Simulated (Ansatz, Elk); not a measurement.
## How far do independent atoms describe CdAsPd3?

Structure refinements treat a crystal as free atoms side by side. For a made-up structure of CdAsPd3 (cell and positions from a PBE relaxation) the runs below show what the calculated density changes in F(hkl).

Method: DFT, PBE, all-electron APW+lo, Dirac cores, scalar-relativistic bands, static density, no spin, in Elk 11.2.3 (patched build).

The structure was built from a prototype and need not be the compound's stable phase.

### 1. The structure

It takes space group Pm-3m (No. 221, cubic). Conventional cell: a = 4.655 Å, b = 4.655 Å, c = 4.655 Å, α = 90.00°, β = 90.00°, γ = 90.00°. Nearest to Cd lie 12 Pd at 3.29 Å. Pd has 2 As at 2.33 Å and 4 Cd at 3.29 Å and 8 Pd at 3.29 Å nearest. As has 6 Pd at 2.33 Å nearest. Farther neighbours are not listed.

### 2. Ground state and structure factors

An all-electron density is needed, since X-rays see the cores too. Task 0 finds the density and task 195 Fourier-transforms it; tshift is off so that phases refer to the origin typed.

elk.in reads:

```
tasks
  0
  195

xctype
  20

spinpol
  .false.

rgkmax
  7.0

gmaxvr
  14.0

lmaxo
  7

lmaxapw
  8

swidth
  0.002

tshift
  .false.

hmaxvr
  5.5

maxscl
  120

epspot
  1e-06

sppath
  './'

avec
  8.79720288906 -0.00000000000 0.00000000000
  -0.00000000000 8.79720288906 0.00000000000
  0.00000000000 0.00000000000 8.79720288906

atoms
  3
  'Cd.in'
  1
  0.0000000000 -0.0000000000 -0.0000000000   0.000000 0.000000 0.000000
  'Pd.in'
  3
  0.5000000000 0.5000000000 0.0000000000   0.000000 0.000000 0.000000
  0.5000000000 0.0000000000 0.5000000000   0.000000 0.000000 0.000000
  -0.0000000000 0.5000000000 0.5000000000   0.000000 0.000000 0.000000
  'As.in'
  1
  0.5000000000 0.5000000000 0.5000000000   0.000000 0.000000 0.000000

ngridk
  5 5 5
```

Command:

```bash
OMP_NUM_THREADS=4 elk
```

Numbers of over 12 decimals in the logs are rounded to 6 here.

The program printed:

```text
┌─────────────────────────┐
│ Elk code version 11.2.3 │
└─────────────────────────┘

All units are atomic (Hartree, Bohr, etc.)

┌─────────────────────────────────────────────────┐
│ Ground-state run starting from atomic densities │
└─────────────────────────────────────────────────┘

Lattice vectors :
   8.797202889      -0.000000000       0.000000000
  -0.000000000       8.797202889       0.000000000
   0.000000000       0.000000000       8.797202889

Reciprocal lattice vectors :
  0.7142253494       0.000000000      -0.000000000
   0.000000000      0.7142253494      -0.000000000
  -0.000000000      -0.000000000      0.7142253494

Unit cell volume      :    680.8223817
Brillouin zone volume :   0.3643390995

Muffin-tin inner radius fraction :   0.1000000000E-01

Nuclei treated as point charges

Species : 1 (Cd)
 parameters loaded from : Cd.in
 name : cadmium
 nuclear charge    :   -48.00000000
 electronic charge :    48.00000000
 atomic mass :    204912.7176
 muffin-tin radius :    2.600000000
 number of radial points in muffin-tin :   1193
 inner part over the whole radius :   0.9972693929E-02
 number on inner part of muffin-tin    :    850
 approximate nuclear radius :   0.8708852602E-04
 number of mesh points to nuclear radius :    426
 atomic positions (lattice), magnetic fields (Cartesian) :
  1 :   0.00000000  0.00000000  0.00000000    0.00000000  0.00000000  0.00000000

Species : 2 (Pd)
 parameters loaded from : Pd.in
 name : palladium
 nuclear charge    :   -46.00000000
 electronic charge :    46.00000000
 atomic mass :    193991.7927
 muffin-tin radius :    2.261272751
 number of radial points in muffin-tin :    993
 inner part over the whole radius :   0.9869051158E-02
 number on inner part of muffin-tin    :    704
 approximate nuclear radius :   0.8586907259E-04
 number of mesh points to nuclear radius :    356
 atomic positions (lattice), magnetic fields (Cartesian) :
  1 :   0.50000000  0.50000000  0.00000000    0.00000000  0.00000000  0.00000000
  2 :   0.50000000  0.00000000  0.50000000    0.00000000  0.00000000  0.00000000
  3 :   0.00000000  0.50000000  0.50000000    0.00000000  0.00000000  0.00000000

Species : 3 (As)
 parameters loaded from : As.in
 name : arsenic
 nuclear charge    :   -33.00000000
 electronic charge :    33.00000000
 atomic mass :    136573.7220
 muffin-tin radius :    2.087328693
 number of radial points in muffin-tin :    993
 inner part over the whole radius :   0.9955978200E-02
 number on inner part of muffin-tin    :    700
 approximate nuclear radius :   0.7712558785E-04
 number of mesh points to nuclear radius :    344
 atomic positions (lattice), magnetic fields (Cartesian) :
  1 :   0.50000000  0.50000000  0.50000000    0.00000000  0.00000000  0.00000000

Total number of atoms per unit cell :    5
Total muffin-tin volume :    257.0176132
 ratio of muffin-tin to unit cell volume :   0.3775105227

Spin treatment :
 spin-unpolarised

Number of Bravais lattice symmetries :   48
Number of crystal symmetries         :   48
Crystal has inversion symmetry
Real symmetric eigensolver will be used

k-point grid :      5     5     5
k-point offset :    0.000000000       0.000000000       0.000000000
k-point set is reduced with full crystal symmetry group
Total number of k-points :       10

Muffin-tin radius times maximum |G+k| :    7.000000000
 using average radius
Maximum |G+k| for APW functions       :    3.051133436
Maximum (1/2)|G+k|²                   :    4.654707622
Maximum |G| for potential and density :    14.00000000
Constant for pseudocharge density :    9
 order of it for each species :   16  16  16
 order of it for pair densities of each species (exact exchange by exxq0 0: 17) :   13   9   7
Radial integration step length :    1

G-vector grid sizes :     40    40    40
Number of G-vectors :    31463

Maximum angular momentum used for
 APW functions            :    8
 outer part of muffin-tin :    7
 inner part of muffin-tin :    2

Total nuclear charge    :   -219.0000000
[...]
electron entropic           :    -0.81683431162486E-03
 total energy                :     -22998.818347070

Density of states at Fermi energy :    52.84298068
 (states/Hartree/unit cell)

Estimated indirect band gap :   0.8122912961E-02
 from k-point 5 to k-point 9
Estimated direct band gap   :   0.1386172320E-01
 at k-point 9

Charges :
 core                        :    132.0000000
 valence                     :    87.00000000
 interstitial                :    10.76950147
 muffin-tins (core leakage)
  species : 1 (Cd)
   atom 1                    :    46.44940371     (  0.2453081805E-03)
  species : 2 (Pd)
[...]
species : 3 (As)
[...]
total in muffin-tins        :    208.2304985
 total calculated charge     :    218.9982185
 total charge                :    219.0000000
 error                       :   0.1781517426E-02

RMS change in Kohn-Sham potential (target) :   0.3183926492     (  0.1000000000E-05)
Absolute change in total energy (target)   :   0.6957845821E-01 (  0.1000000000E-03)

[... loops 3 to 16 left out ...]

┌──────────────────┐
│ Loop number : 17 │
└──────────────────┘

Energies :
 Fermi                       :     0.228300
 sum of occupied eigenvalues :     -13720.820953228
 electron kinetic            :      23990.365517716
 core electron kinetic       :      23105.602949851
 Coulomb                     :     -46317.293521693
 Coulomb potential           :     -36835.796924142
 nuclear-nuclear             :     -2623.8645693892
 electron-nuclear            :     -50617.863451939
 Hartree                     :      6924.4344996355
 Madelung                    :     -27899.395059622
 xc potential                :     -875.38954680185
 exchange                    :     -659.68834480335
 correlation                 :     -11.566676646161
 electron entropic           :    -0.12935292928882E-02
 total energy                :     -22998.184318955

Density of states at Fermi energy :    106.6422860
 (states/Hartree/unit cell)

Estimated indirect band gap :   0.2046603925E-02
 from k-point 6 to k-point 9
Estimated direct band gap   :   0.2517076549E-01
 at k-point 9

Charges :
 core                        :    132.0000000
 valence                     :    87.00000000
 interstitial                :    9.322406543
 muffin-tins (core leakage)
  species : 1 (Cd)
[...]
species : 2 (Pd)
[...]
species : 3 (As)
[...]
total in muffin-tins        :    209.6775935
 total calculated charge     :    218.9982139
 total charge                :    219.0000000
 error                       :   0.1786141576E-02

RMS change in Kohn-Sham potential (target) :   0.1063647188E-06 (  0.1000000000E-05)
Absolute change in total energy (target)   :   0.6793758803E-04 (  0.1000000000E-03)

Convergence targets achieved

┌──────────────────┐
│ Loop number : 18 │
└──────────────────┘

Energies :
 Fermi                       :     0.228300
 sum of occupied eigenvalues :     -13720.820955962
 electron kinetic            :      23990.365508239
 core electron kinetic       :      23105.602942748
 Coulomb                     :     -46317.293518532
 Coulomb potential           :     -36835.796924481
 nuclear-nuclear             :     -2623.8645693892
 electron-nuclear            :     -50617.863444691
 Hartree                     :      6924.4344955480
 Madelung                    :     -27899.395056291
 xc potential                :     -875.38953971986
 exchange                    :     -659.68834460761
 correlation                 :     -11.566676637457
 electron entropic           :    -0.12935291630135E-02
 total energy                :     -22998.184325067

Density of states at Fermi energy :    106.6422706
 (states/Hartree/unit cell)

Estimated indirect band gap :   0.2046605020E-02
 from k-point 6 to k-point 9
Estimated direct band gap   :   0.2517076091E-01
 at k-point 9

Charges :
 core                        :    132.0000000
 valence                     :    87.00000000
 interstitial                :    9.322406593
 muffin-tins (core leakage)
  species : 1 (Cd)
[...]
species : 2 (Pd)
[...]
atom 2                    :    44.16688254     ( -0.5625959432E-06)
   atom 3                    :    44.16688254     ( -0.5625959432E-06)
  species : 3 (As)
   atom 1                    :    30.79343380     (  0.9721420009E-03)
 total in muffin-tins        :    209.6775934
 total calculated charge     :    218.9982139
 total charge                :    219.0000000
 error                       :   0.1786141551E-02

┌──────────────────────────────┐
│ Self-consistent loop stopped │
└──────────────────────────────┘

Warning : core states of species 1 leak from the muffin-tin :   0.2357314014E-03

Warning : core states of species 3 leak from the muffin-tin :   0.9721420009E-03

Wrote STATE.OUT
```

It took 30 s on 4 threads of Arm Neoverse V1, shared host; peak memory 0.25 GiB.

SFACRHO.OUT:

```text

h k l indices transformed by vhmat matrix:
   1.000000000       0.000000000       0.000000000    
   0.000000000       1.000000000       0.000000000    
   0.000000000       0.000000000       1.000000000    

      h      k      l  multipl.   |H|            Re(F)            Im(F)           |F|

      0      0      0      1   0.0000000       219.00000      0.19074987E-16   219.00000    
      0     -1      0      6  0.71422535      -28.469200      0.34992385E-13   28.469200    
     -1      0      1     12   1.0100672       30.017974      0.74902288E-15   30.017974    
      1      1      1      8   1.2370746       126.23027      0.35695972E-13   126.23027    
      0      0     -2      6   1.4284507       171.80462     -0.62224530E-13   171.80462    
     -1      0     -2     24   1.5970564      -22.772777      0.71825365E-13   22.772777    
     -1      1     -2     24   1.7494877       25.752798      0.42239918E-13   25.752798    
      2      2      0     12   2.0201344       149.41402      0.10993336E-12   149.41402    
      2     -2      1     24   2.1426760      -20.255998     -0.39756458E-13   20.255998    
      0      0      3      6   2.1426760      -20.103505     -0.11728164E-12   20.103505    
     -3      1      0     24   2.2585789       23.002339     -0.46173395E-13   23.002339    
     -1     -1     -3     24   2.3688175       96.103553     -0.31488928E-13   96.103553    
      2     -2     -2      8   2.4741492       134.75605     -0.49576931E-13   134.75605    
     -2     -3      0     24   2.5751761      -18.415607      0.16152242E-12   18.415607    
     -2      1      3     48   2.6723866       21.027930      0.52933890E-13   21.027930    
      4      0      0      6   2.8569014       124.08846      0.91032060E-13   124.08846    
      3      2     -2     24   2.9448266      -17.134984     -0.12122449E-12   17.134984    
     -4      0     -1     24   2.9448266      -17.290693      0.26578421E-13   17.290693
```

Elk indexes on the primitive cell of elk.in and gives |H| = 4π sin θ/λ in inverse bohr. Below, one row stands for each form hkl of the conventional cell (m members, Friedel mates merged), F is for one primitive cell and the density is static (no thermal factor). Free-atom factors are Waasmaier and Kirfel's, and R is Σm||F|−|F'||/Σm|F|.

```tsv
hkl	m	sin θ/λ (Å⁻¹)	abs F, DFT	neutral atoms	diff.
100	6	0.107	28.469	28.582	-0.113
110	12	0.152	30.018	29.785	+0.233
111	8	0.186	126.230	127.388	-1.158
200	6	0.215	171.805	172.797	-0.992
210	24	0.240	22.773	23.014	-0.241
211	24	0.263	25.753	25.680	+0.072
220	12	0.304	149.414	149.679	-0.265
221	24	0.322	20.256	20.351	-0.095
300	6	0.322	20.104	20.351	-0.247
310	24	0.340	23.002	23.161	-0.159
311	24	0.356	96.104	95.869	+0.235
222	8	0.372	134.756	134.582	+0.174
320	24	0.387	18.416	18.542	-0.127
321	48	0.402	21.028	21.163	-0.135
400	6	0.430	124.088	123.692	+0.396
322	24	0.443	17.135	17.140	-0.005
410	24	0.443	17.291	17.140	+0.151
411	24	0.456	19.538	19.487	+0.051
330	12	0.456	19.209	19.487	-0.278
331	24	0.468	82.150	81.663	+0.487
420	24	0.480	115.849	115.438	+0.411
421	48	0.492	16.151	15.985	+0.167
```

### 3. Outcome

```yaml
r_against_neutral_atoms_sin_theta_lambda_0p3_a_minus1: 0.70 %
r_against_neutral_atoms_0p3_to_0p82_a_minus1: 0.29 %
```

What this shows: Independent neutral atoms miss the calculated amplitudes by R = 0.70 % below 0.3 Å⁻¹ and 0.29 % from there to 0.82 Å⁻¹; by shells, 0.40 % below 0.15 Å⁻¹ (1 form), 0.72 % 0.15 to 0.3 (5 forms), 0.36 % 0.3 to 0.45 (11 forms), 0.28 % above 0.45 (57 forms). Bonding, aspherical density and the tables' own atoms all enter these figures, and the runs don't part them. The largest change of an amplitude is -1.16 electrons, at 111. The basis has no finished test. The k-mesh has no finished test. These runs have no spin, though d or f shells may be open. Part of the difference isn't bonding: the tables are fits to free atoms and ions calculated by other methods than this functional. Thermal motion, anomalous dispersion and extinction are left out.

[Logs are printed without paths, hosts, clocks, repeated set-up lines and the standing remarks that a program may print on its own settings, such as how far it seeks lower states.]

[Hosts, paths, dates, database ids (printed as entryN), source tags and the programs' standing remarks are cut or masked in the printed files.]
